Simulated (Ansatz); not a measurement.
# Cr2CO2 MXene monolayer in a perpendicular field

Wanted: the out-of-plane response of the Cr2CO2 MXene monolayer. A positive field points along +c.

Program: Ansatz 0.2.0. Level of theory: plane-wave DFT, PBE-D3(BJ), Ansatz PAW. Results are calculated unless marked as measured.

Most raw output is cut from this account.

**1. Starting point**

The cell holds 5 atoms: 2 O, 2 Cr and 1 C. Cell: a = 2.836 Å, b = 2.836 Å, c = 39.409 Å, α = 90.0°, β = 90.0°, γ = 120.0°. Vacuum lies along c.

**2. Relaxing the slab**

The starting cell is a guess, so the in-plane lattice and the atoms are relaxed first, with the slab cut off from its images along the normal.

Contents of input.yaml:

```yaml
crystal:
  lattice:
    - [2.835976, 0.0, 0.0]
    - [-1.417988, 2.4560272605, 0.0]
    - [0.0, 0.0, 39.4087888496]
  atoms:
    - { symbol: O, position: [0.3333333333, 0.6666666667, 0.4466008856] }
    - { symbol: Cr, position: [0.6666666667, 0.3333333333, 0.4716053042], spin: 2.0 }
    - { symbol: C, position: [0.0, 0.0, 0.5] }
    - { symbol: Cr, position: [0.3333333333, 0.6666666667, 0.5283946958], spin: 2.0 }
    - { symbol: O, position: [0.6666666667, 0.3333333333, 0.5533991144] }
  periodic: [true, true, false]
magnetization:
  spin_polarized: true
kpoints:
  mp_grid: { grid: [12, 12, 1] }
hamiltonian:
  xc: pbe
  dispersion: d3bj
scf:
  occupations: { method: fermi_dirac, width: 0.05 }
  convergence: { dr2_threshold: 1.0e-09 }
relax:
  f_tol: 0.004
  max_steps: 90
  cell: {}
output:
  write_potential: true
  write_density: true
  volumetric_format: npy
```

On the command line:

```bash
$ ansatz run input.yaml --threads 4 --pin off --max-ram 6144MiB --backend cpu --events-out ev --progress --plain --runs-dir out
```

Wall time 32 s (4 threads of AMD EPYC 9R14 (Zen 4), shared host); peak memory 0.89 GiB; 2 min of CPU time.

Relaxation path:

```
step  energy less that of the first step (eV)  largest force component (eV/Å)  volume (Å³)
   1                                   0.0000                          0.7987       274.49
   2                                  -0.1240                          0.6134       271.03
   3                                  -0.1668                          0.5662       272.84
   4                                  -0.2329                          0.0759       282.21
   5                                  -0.2328                          0.0212       282.79
   6                                  -0.2333                          0.0087       282.38
   7                                  -0.2335                          0.0031       282.14
  8*                                  -0.2402                          0.0036       282.14
   9                                  -0.2400                          0.0003       282.49
 10*                                  -0.2402                          0.0003       282.49
```

Relaxation steps marked * repeat the geometry before them on a plane-wave basis chosen anew for their cell, so energy and pressure can jump there.

Forces are held to the 12 operations that the run works with; a distortion that breaks them can't arise in this run.

```csv
cell as run,before,after,change
a (Å),2.836,2.877,+1.4 %
b (Å),2.836,2.877,+1.4 %
```

The atoms that moved most (Å, along periodic axes as changes of fractional coordinates times the final cell, across vacuum about the mean position):

| atom | dx | dy | dz | length |
| --- | --- | --- | --- | --- |
| Cr2 | 0.000 | 0.000 | -0.159 | 0.159 |
| Cr4 | 0.000 | 0.000 | 0.159 | 0.159 |
| O1 | 0.000 | 0.000 | -0.103 | 0.103 |
| O5 | 0.000 | 0.000 | 0.103 | 0.103 |

Final coordinates:

```xyz
5
Lattice="2.8770 0.0000 0.0000 -1.4385 2.4916 0.0000 0.0000 0.0000 39.4088" Properties=species:S:1:pos:R:3
O     0.0000    1.6610   17.4968
Cr    1.4385    0.8305   18.4264
C     0.0000    0.0000   19.7044
Cr    0.0000    1.6610   20.9824
O     1.4385    0.8305   21.9120
```

Numbers from this step:

* energy at zero smearing: -8141.7675 eV
* total moment: 3.969 μB
* site moments: -0.003488, 1.716, -0.2100, 1.716, -0.003488 μB

Site moment by atom:

```
atom  site moment (μB)
  O1              0.00
 Cr2              1.72
  C3             -0.21
 Cr4              1.72
  O5              0.00
```

The lattice constant a goes from 2.836 to 2.877 Å.

**3. Single point, field 0**

A sawtooth potential applies the field, turning back in the middle of the vacuum. With the dipole correction the typed value is the field outside the slab. The induced dipole is small, so the SCF threshold is tight.

The cell differs from the one that the last finished run ended in (c 39.409 → 22.415 Å).

Contents of input.yaml:

```yaml
crystal:
  lattice:
    - [2.87700166, 0.0, 0.0]
    - [-1.43850083, 2.4915565243, 0.0]
    - [0.0, 0.0, 22.4151338862]
  atoms:
    - { symbol: O, position: [0.3333333333, 0.6666666667, 0.4015144431] }
    - { symbol: Cr, position: [0.6666666667, 0.3333333333, 0.4429866775], spin: 1.72 }
    - { symbol: C, position: [0.0, 0.0, 0.5], spin: -0.21 }
    - { symbol: Cr, position: [0.3333333333, 0.6666666667, 0.5570133225], spin: 1.72 }
    - { symbol: O, position: [0.6666666667, 0.3333333333, 0.5984855569] }
magnetization:
  spin_polarized: true
kpoints:
  mp_grid: { grid: [18, 18, 1] }
  band_path:
    path: [[0, 0, 0], [0.5, 0, 0], [0.33333333, 0.33333333, 0], [0, 0, 0]]
    npoints: 16
hamiltonian:
  xc: pbe
  dispersion: d3bj
scf:
  occupations: { method: fermi_dirac, width: 0.02585 }
  convergence: { dr2_threshold: 1.0e-10 }
efield:
  axis: 3
  dipole_correction: true
  ramp_position: 0.97
  ramp_width: 0.06
  amplitude: 0
output:
  dos: { projected: true, e_range: [-6, 5] }
  bader: true
  write_potential: true
  write_density: true
  volumetric_format: npy
  elf: true
```

It took 20 s on 4 threads; peak memory 0.76 GiB; 76 s of CPU time.

Numbers from this step:

- energy at zero smearing: -8141.7677 eV
- total moment: 3.992 μB
- site moments: -8.27e-4, 1.723, -0.2103, 1.723, -8.27e-4 μB
- work function, upper face: 6.220 eV
- dipole along the normal: -3.17e-6 e·Å

Running mean over a fixed 2.5 Å (it still follows the layers) of the planar mean; the ramp of the sawtooth is left out. Electron's electrostatic potential energy less the Fermi level against z:

```
z (Å)  electron's electrostatic potential energy less the Fermi level (eV)
  3.0                                                                 6.22
  3.5                                                                 6.22
  4.0                                                                 6.22
  4.5                                                                 6.22
  5.0                                                                 6.22
  5.5                                                                 6.22
  6.0                                                                 6.21
  6.5                                                                 6.19
  7.0                                                                 6.02
  7.5                                                                 4.80
  8.0                                                                 1.83
  8.5                                                                -2.03
  9.0                                                                -5.92
  9.5                                                                -8.79
 10.0                                                                -10.7
 10.5                                                                -10.8
 11.0                                                                -10.2
 11.5                                                                -10.2
 12.0                                                                -10.9
 12.5                                                                -10.5
 13.0                                                                -8.39
 13.5                                                                -5.29
 14.0                                                                -1.36
 14.5                                                                 2.44
 15.0                                                                 5.13
 15.5                                                                 6.07
 16.0                                                                 6.20
 16.5                                                                 6.22
 17.0                                                                 6.22
 17.5                                                                 6.22
 18.0                                                                 6.22
 18.5                                                                 6.22
 19.0                                                                 6.22
```

The density of states has structure finer than the step of the table below, so its rows give means over 0.2 eV, whole bins alone (the curve runs from -6 to 1.99 eV). Peaks (eV: height): total -5.67: 8.14, -4.70: 13.0, -4.48: 9.15, -0.68: 8.72, 0.31: 8.13, 1.36: 11.6, 1.50: 12.0; up -5.75: 6.47, -5.20: 7.63, -5.09: 5.49, -0.87: 5.45, -0.68: 8.63, 0.31: 7.19, 1.50: 10.2; down -5.67: 6.60, -4.70: 8.88, -4.48: 7.72, -4.43: 6.58, 1.20: 5.56, 1.36: 9.85, 1.91: 7.04.

Table of density of states by energy, zero at the Fermi level; means over each step; values in states/eV a cell:

```csv
energy (eV),total,up,down
-5.8,5.11,3.57,1.54
-5.6,4.56,1.21,3.34
-5.4,4.69,2.10,2.59
-5.2,5.31,4.18,1.13
-5.0,5.19,3.27,1.92
-4.8,7.66,2.56,5.10
-4.6,5.31,2.31,3.00
-4.4,4.82,1.36,3.46
-4.2,2.24,1.35,0.891
-4.0,2.32,1.05,1.27
-3.8,1.29,0.438,0.849
-3.6,2.18,1.22,0.959
-3.4,2.96,1.08,1.88
-3.2,2.30,1.09,1.20
-3.0,2.42,1.46,0.961
-2.8,3.26,2.14,1.12
-2.6,3.40,1.33,2.07
-2.4,1.83,0.780,1.05
-2.2,1.78,0.476,1.30
-2.0,1.12,0.417,0.704
-1.8,0.839,0.268,0.570
-1.6,0.921,0.363,0.558
-1.4,4.16,3.45,0.708
-1.2,2.39,2.19,0.197
-1.0,3.27,3.12,0.145
-0.8,4.33,4.22,0.109
-0.6,3.46,3.39,0.0779
-0.4,1.76,1.75,0.0131
-0.2,1.60,1.60,0
0.0,2.60,2.48,0.115
0.2,3.45,2.67,0.780
0.4,5.49,3.68,1.81
0.6,4.04,2.32,1.71
0.8,0.811,0,0.811
1.0,1.42,0,1.42
1.2,4.22,0,4.22
1.4,6.09,2.13,3.95
1.6,4.98,3.43,1.55
1.8,2.68,0.688,1.99
```

Projected DOS per atom over height of the atomic layer and energy from the Fermi level. Layers: O Cr C Cr O from below.

Ten even steps from '_' (0.06 states/eV) to '@' (2.29 states/eV), each cell a mean:
```
__**__**__
..%%__%%..
__++__++__
__::__::__
..**--**..
__--..--__
__::__::__
__**__**__
__==__==__
..--..--..
__________
__..::..__
....--....
....--....
....::....
..........
::......::
++..__..++
@@--..--@@
**==..==**
==::--::==
**------**
```
Columns: height of the atomic layer (Å) from 9 to 13.4 (not evenly spaced); rows upwards: energy from the Fermi level (eV) from -5.96 to 1.96.

Projected DOS per atom, spin up over height of the atomic layer and energy from the Fermi level. Layers: O Cr C Cr O from below.

Values in states/eV, 22 rows by 5 columns, each cell a mean:
```
0.12 0.23 0.05 0.23 0.12
0.38 0.77 0.05 0.77 0.38
0.00 0.00 0.00 0.00 0.00
0.12 0.23 0.18 0.23 0.12
0.30 0.92 0.69 0.92 0.30
0.20 0.72 0.42 0.72 0.20
0.10 0.67 0.11 0.67 0.10
0.26 1.53 0.12 1.53 0.26
0.20 0.98 0.10 0.98 0.20
0.23 0.86 0.13 0.86 0.23
0.03 0.10 0.04 0.10 0.03
0.05 0.15 0.08 0.15 0.05
0.16 0.28 0.31 0.28 0.16
0.29 0.35 0.49 0.35 0.29
0.19 0.21 0.28 0.21 0.19
0.22 0.18 0.24 0.18 0.22
0.21 0.24 0.17 0.24 0.21
0.34 0.25 0.15 0.25 0.34
0.87 0.30 0.10 0.30 0.87
1.06 0.76 0.25 0.76 1.06
0.38 0.38 0.22 0.38 0.38
0.58 0.47 0.59 0.47 0.58
```
Columns: height of the atomic layer (Å) from 9 to 13.4 (not evenly spaced); rows upwards: energy from the Fermi level (eV) from -5.96 to 1.96.

Projected DOS per atom, spin down over height of the atomic layer and energy from the Fermi level. Layers: O Cr C Cr O from below.

Ten even steps from '0' (0.00 states/eV) to '9' (1.42 states/eV), each cell a mean:
```
09190
09090
08080
03030
04040
00000
00000
00000
00000
00100
00100
11311
11411
10201
21212
10101
21112
51015
94249
21112
42424
52125
```
Columns: height of the atomic layer (Å) from 9 to 13.4 (not evenly spaced); rows upwards: energy from the Fermi level (eV) from -5.96 to 1.96.

Deep bands are left out, so band numbers here count from the lowest band kept and differ from the log's. The electronic bands at the labelled points (eV, zero at the Fermi level; # counts the bands kept):

```
  point  up #12  up #13  up #14  up #15  down #8  down #9  down #10  down #11
      Γ   -0.37   -0.37   -0.31    0.33    -0.39    -0.39      0.40      0.40
halfway   -0.68    0.14    0.31    0.66    -1.91    -1.87      0.35      1.03
      M   -0.65   -0.56   -0.44    0.30    -2.57    -2.10      0.04      1.12
halfway   -0.71   -0.42    0.05    0.31    -3.11    -2.81      0.62      1.15
      K   -1.03   -0.12    0.32    0.32    -3.38    -3.38      0.86      1.32
halfway   -0.64   -0.08    0.42    0.56    -2.71    -2.12      0.52      1.29
      Γ   -0.37   -0.37   -0.31    0.33    -0.39    -0.39      0.40      0.40
```

Spin density in the ca plane at fractional y = 0.333, with atoms of Cr and O within 0.2 Å of it.

Values in e/Å³, 5 rows by 16 columns, each cell a mean:
```
0.0 0.0 0.0 0.0 0.0 0.0 0.0 0.1 0.6 0.1 0.0 0.0 0.0 0.0 0.0 0.0
0.0 0.0 0.0 0.0 0.0 0.0 0.0 0.2 2.1 0.4 0.0 0.0 0.0 0.0 0.0 0.0
0.0 0.0 0.0 0.0 0.0 0.0 0.0 0.1 0.6 0.1 0.0 0.0 0.0 0.0 0.0 0.0
0.0 0.0 0.0 0.0 0.0 0.0 0.0 0.0 0.0 0.0 0.0 0.1 0.0 0.0 0.0 0.0
0.0 0.0 0.0 0.0 0.0 0.0 0.0 0.0 0.0 0.0 0.0 0.1 0.0 0.0 0.0 0.0
```
Columns run along c (16.0 Å, from fractional 0.07 to 0.78 of the cell), rows up along a (2.9 Å). Atoms in or near the plane, at fractional coordinates: Cr at (0.44, 0.67), O at (0.60, 0.67).

ELF of down spins in the ca plane at fractional y = 0.333, with atoms of Cr and O within 0.2 Å of it. It is the smooth field of the valence electrons, not physical close to the nuclei.

Values, 5 rows by 16 columns, each cell a mean:
```
0.00 0.00 0.00 0.00 0.00 0.05 0.17 0.52 0.30 0.23 0.54 0.76 0.25 0.01 0.00 0.00
0.00 0.00 0.00 0.00 0.00 0.01 0.11 0.89 0.29 0.14 0.60 0.69 0.37 0.02 0.00 0.00
0.00 0.00 0.00 0.00 0.00 0.05 0.17 0.52 0.30 0.23 0.54 0.76 0.25 0.01 0.00 0.00
0.00 0.00 0.00 0.00 0.01 0.19 0.61 0.23 0.60 0.40 0.12 0.24 0.03 0.00 0.00 0.00
0.00 0.00 0.00 0.00 0.01 0.19 0.62 0.23 0.60 0.40 0.12 0.24 0.03 0.00 0.00 0.00
```
Columns run along c (16.0 Å, from fractional 0.11 to 0.83 of the cell), rows up along a (2.9 Å). Atoms in or near the plane, at fractional coordinates: Cr at (0.44, 0.67), O at (0.60, 0.67).

Electrostatic potential energy in the ca plane at fractional y = 0.333, with atoms of Cr and O within 0.2 Å of it. With pseudopotentials it is smooth inside the atoms' cores, unlike the true potential.

Ten even steps from '0' (-41 eV) to '9' (6 eV), each cell a mean:
```
99999999999999999974224788877657999999999999
99999999999999999861001688886102899999999999
99999999999999999850000589886000799999999999
99999999999999999861002688887203899999999999
99999999999999999975335788877768999999999999
99999999999999999988778887755789999999999999
99999999999999999988888877644689999999999999
99999999999999999987777888756789999999999999
```
Columns run along c (16.0 Å, from fractional 0.11 to 0.83 of the cell; values clipped at the 3rd and 97th percentile), rows up along a (2.9 Å). Atoms in or near the plane, at fractional coordinates: Cr at (0.44, 0.67), O at (0.60, 0.67).

The work function of the upper face is 6.22 eV.

**4. Atoms held, field 0.1 V/Å**

input.yaml, as its differences from that of step 3:

```diff
@@ -27,8 +27,6 @@
   dipole_correction: true
-  ramp_position: 0.97
-  ramp_width: 0.06
-  amplitude: 0
+  ramp_position: 0.9268
+  ramp_width: 0.1463
+  amplitude: 0.1
 output:
-  dos: { projected: true, e_range: [-6, 5] }
-  bader: true
   write_potential: true
@@ -36,2 +34 @@
   volumetric_format: npy
-  elf: true
```

It took 13 s on 4 threads; peak memory 0.74 GiB.

The dipole is 0.0218 e·Å.

**5. Atoms held, field -0.1 V/Å**

input.yaml, as its differences from that of step 4:

```diff
@@ -29,3 +29,3 @@
   ramp_width: 0.1463
-  amplitude: 0.1
+  amplitude: -0.1
 output:
```

Elapsed: 13 s, on 4 threads; peak memory 0.74 GiB; 48 s of CPU time.

The dipole is -0.0218 e·Å.

**6. Atoms held, field 0.2 V/Å**

input.yaml, as its differences from that of step 5:

```diff
@@ -29,3 +29,3 @@
   ramp_width: 0.1463
-  amplitude: -0.1
+  amplitude: 0.2
 output:
```

Wall time 13 s (4 threads); peak memory 0.76 GiB.

The dipole is 0.0436 e·Å.

**7. Atoms held, field -0.2 V/Å**

input.yaml, as its differences from that of step 6:

```diff
@@ -29,3 +29,3 @@
   ramp_width: 0.1463
-  amplitude: 0.2
+  amplitude: -0.2
 output:
```

It took 12 s on 4 threads; peak memory 0.75 GiB; 46 s of CPU time.

The dipole is -0.0436 e·Å.

**8. Atoms held, field 0.35 V/Å**

input.yaml, as its differences from that of step 7:

```diff
@@ -27,6 +27,8 @@
   dipole_correction: true
-  ramp_position: 0.9268
-  ramp_width: 0.1463
-  amplitude: -0.2
+  ramp_position: 0.9007
+  ramp_width: 0.1986
+  amplitude: 0.35
 output:
+  dos: { projected: true, e_range: [-6, 5] }
+  bader: true
   write_potential: true
@@ -34 +36,2 @@
   volumetric_format: npy
+  elf: true
```

It took 20 s on 4 threads; peak memory 0.76 GiB; 76 s of CPU time.

The dipole is 0.0763 e·Å.

**9. Response, atoms held**

This step: plane-wave DFT, PBE-D3(BJ), Ansatz PAW; response to a field along the normal, atoms held (Ansatz 0.2.0).

The dipoles give the slope, and the difference of two potentials shows where the field is screened.

This step gave:

* equivalent conductor thickness p/(ε₀AE): 5.500 Å
* distance between the outer atoms: 4.415 Å

Table of dipole of the cell by applied field:

```csv
applied field (V/Å),dipole of the cell (e·Å)
-0.200,-0.0436
-0.100,-0.0218
0.000,-3.2e-6
0.100,0.0218
0.200,0.0436
0.350,0.0763
```

The total moment stays at 3.99 μB for applied field from -0.2 to 0.35 V/Å.

Local field over the applied field, running mean. From the potentials at -0.1 and 0.1 V/Å; running mean over 2.5 Å. Local field over applied field against z:

z (Å), local field over applied field and a bar:
```
      4.5      1.000 ##############################
      5.0      1.000 ##############################
      5.5      0.998 ##############################
      6.0      0.993 ##############################
      6.5      0.977 #############################
      7.0      0.927 ############################
      7.5      0.816 ########################
      8.0      0.659 ####################
      8.5      0.479 ##############
      9.0      0.302 #########
      9.5      0.154 ####
     10.0      0.067 ##
     10.5      0.028 
     11.0      0.016 
     11.5      0.017 
     12.0      0.033 #
     12.5      0.078 ##
     13.0      0.174 #####
     13.5      0.331 ##########
     14.0      0.510 ###############
     14.5      0.688 #####################
     15.0      0.839 #########################
     15.5      0.939 ############################
     16.0      0.981 #############################
     16.5      0.995 ##############################
     17.0      0.999 ##############################
     17.5      1.000 ##############################
     18.0      1.000 ##############################
```

Electrons, planar mean, per unit field. Induced electron density against z:

| z (Å) | induced electron density (e/Å³ per V/Å) |
| --- | --- |
| 4.5 | 4.1e-7 |
| 5.0 | 1.6e-6 |
| 5.5 | 6.2e-6 |
| 6.0 | 2.3e-5 |
| 6.5 | 8.8e-5 |
| 7.0 | 3.1e-4 |
| 7.5 | 0.00102 |
| 8.0 | 0.00275 |
| 8.5 | 0.00386 |
| 9.0 | 0.00153 |
| 9.5 | 7.0e-4 |
| 10.0 | 5.2e-4 |
| 10.5 | 1.3e-4 |
| 11.0 | -1.6e-4 |
| 11.5 | 1.8e-4 |
| 12.0 | -1.0e-4 |
| 12.5 | -5.2e-4 |
| 13.0 | -0.00120 |
| 13.5 | -0.00160 |
| 14.0 | -0.00396 |
| 14.5 | -0.00237 |
| 15.0 | -8.4e-4 |
| 15.5 | -2.5e-4 |
| 16.0 | -7.0e-5 |
| 16.5 | -1.9e-5 |
| 17.0 | -4.8e-6 |
| 17.5 | -1.3e-6 |
| 18.0 | -3.5e-7 |

By hand: between -0.1 and 0.1 V/Å the dipole changes by 0.04358 e·Å, a slope of 0.2179 e·Å²/V. A perfect conductor of thickness t has p = ε₀AEt, so t = 180.95 × 0.2179 / 7.168 = 5.50 Å (e/ε₀ = 180.95 V·Å, A in Å²).

The induced dipole is that of a conductor 5.50 Å thick.

[end of part 1 of 2]

[Logs are printed without paths, hosts, clocks, repeated set-up lines and the standing remarks that a program may print on its own settings, such as how far it seeks lower states.]

[Hosts, paths, dates, database ids (printed as entryN), source tags and the programs' standing remarks are cut or masked in the printed files.]

[Maps of the electrostatic potential energy from Ansatz leave out the sawtooth potential of an applied field or a dipole correction, so their vacuum need not be flat; planar profiles and work functions include it.]
